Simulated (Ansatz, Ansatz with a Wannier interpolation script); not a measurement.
Planning a run of Ansatz 0.2.0 on ThTi2O6 (C2/m). The input:

```yaml
crystal:
  lattice:
    - [4.911, -1.912, 0.0]
    - [4.911, 1.912, 0.0]
    - [-3.3939224909, 0.0, 6.1633258981]
  atoms:
    - { symbol: Th, position: [0.0, 0.0, 0.0] }
    - { symbol: Ti, position: [0.8229617946, 0.8229617946, 0.3951004304] }
    - { symbol: Ti, position: [0.1770382054, 0.1770382054, 0.6048995696] }
    - { symbol: O, position: [0.2777663644, 0.2777663644, 0.4049395257] }
    - { symbol: O, position: [0.7222336356, 0.7222336356, 0.5950604743] }
    - { symbol: O, position: [0.9753566012, 0.9753566012, 0.3117359405] }
    - { symbol: O, position: [0.0246433988, 0.0246433988, 0.6882640595] }
    - { symbol: O, position: [0.6536963476, 0.6536963476, 0.1146411411] }
    - { symbol: O, position: [0.3463036524, 0.3463036524, 0.8853588589] }
kpoints:
  mp_grid: { grid: [4, 4, 2] }
hamiltonian:
  xc: lda
  pseudopotentials: { kind: paw, azcp: { folder: soft_1 }, xc_functional: pbe }
scf:
  occupations: { method: fixed }
gw:
  n_empty_bands: 482
  ecut_chi: 150.0
  qp_bands: [v18, c11]
  screening: { model: godby_needs }
```

```sh
ansatz run input.yaml --threads 4 --pin off --max-ram 18432MiB --backend cpu --events-out ev --progress --plain --runs-dir out
```

**Question.** How long will it take on 4 threads of Arm Neoverse V2, shared host, and how much memory?

It took 36 min; on shared hardware allow 18 min to 72 min. Peak host memory was 2.1 GiB. The sizes that set the cost: 2283 plane waves a state, 14 irreducible k points, 518 bands summed, 483 plane waves in the screening and 11 SCF cycles.

The screening grows as filled bands × empty bands × pairs of k points, times the square of the screening basis for the matrix.

[Paths, hosts, dates, memory and timing lines, banners, echoed tables and standing remarks are left out of the program output.]

[Logs are printed without paths, hosts, clocks, repeated set-up lines and the standing remarks that a program may print on its own settings, such as how far it seeks lower states.]

[Runs of the session that timed out or met a known fault of the program may be left out.]

[Hosts, paths, dates, database ids (printed as entryN), source tags and the programs' standing remarks are cut or masked in the printed files.]
